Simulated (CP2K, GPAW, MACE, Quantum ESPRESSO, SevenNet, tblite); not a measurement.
## Random packing of As25S75 (at. %) (71 atoms): runs against a plane-wave reference

Density of this cell: 2.63 g/cm³. The cell holds 71 atoms: 18 As and 53 S. Cell: a = 12.434 Å, b = 12.434 Å, c = 12.434 Å, α = 90.0°, β = 90.0°, γ = 90.0°. 71 atoms (18 As, 53 S) packed at random in a cube at 2.63 g/cm³ and pushed apart as soft spheres; a start for melting by ab initio MD, not an equilibrated structure. Then every atom was moved at random, 0.03 Å r.m.s. a Cartesian component.

Geometry: as built.

The reference, a calculation:

| Item | Value |
| --- | --- |
| method | Kohn-Sham DFT, PBE, SSSP efficiency 1.3.0 pseudopotentials, plane waves (Quantum ESPRESSO 7.5); sssp-pbe-1.3.0-efficiency, cutoffs 45/360 Ry, Γ point |
| r.m.s. force component | 0.7864 eV/Å |
| longest force | 2.733 eV/Å |
| pressure | -7.619 GPa |
| time | 6.3 min on 4 MPI ranks of Arm Neoverse V2, shared host |
| CPU time | 25 min |

Runs, in no order:
A. CP2K BLYP, DZVP-MOLOPT-SR, 350/50 Ry, diagonalisation: Kohn-Sham DFT, BLYP, GTH-BLYP pseudopotentials, Gaussian and plane waves, DZVP-MOLOPT-SR-GTH, diagonalisation
B. CP2K PBE, DZVP-MOLOPT-SR, 350/20 Ry, diagonalisation: Kohn-Sham DFT, PBE, GTH-PBE pseudopotentials, Gaussian and plane waves, DZVP-MOLOPT-SR-GTH, diagonalisation
C. CP2K PBE, DZVP-MOLOPT (SR for As), 350/50 Ry, diagonalisation: Kohn-Sham DFT, PBE, GTH-PBE pseudopotentials, Gaussian and plane waves, DZVP-MOLOPT-GTH, diagonalisation
D. GPAW PBE, LCAO szp(dzp), h 0.2 Å: Kohn-Sham DFT, PBE, PAW, atomic orbitals (szp(dzp))
E. tblite GFN1-xTB: GFN1-xTB tight binding, diagonalisation

Q: Order them from the smallest to the largest r.m.s. force difference.

C, B, A, D, E.

```
                                                             run  Δ force, r.m.s. (meV/Å)  share of r.m.s. force (%)  CPU time
C. CP2K PBE, DZVP-MOLOPT (SR for As), 350/50 Ry, diagonalisation                     44.0                       5.59   5.3 min
         B. CP2K PBE, DZVP-MOLOPT-SR, 350/20 Ry, diagonalisation                      102                       12.9   1.9 min
        A. CP2K BLYP, DZVP-MOLOPT-SR, 350/50 Ry, diagonalisation                      152                       19.4   2.4 min
                             D. GPAW PBE, LCAO szp(dzp), h 0.2 Å                      283                       35.9   1.8 min
                                              E. tblite GFN1-xTB                      566                       72.0     6.5 s
```

Periodic xTB results under one method name differ between programs and library versions. The electronic-structure runs sample only Γ, in a cell whose shortest periodic width is 12 Å, which is coarse for a cell with partly filled levels.

[Logs are printed without paths, hosts, clocks, repeated set-up lines and the standing remarks that a program may print on its own settings, such as how far it seeks lower states.]

[Hosts, paths, dates, database ids (printed as entryN), source tags and the programs' standing remarks are cut or masked in the printed files.]
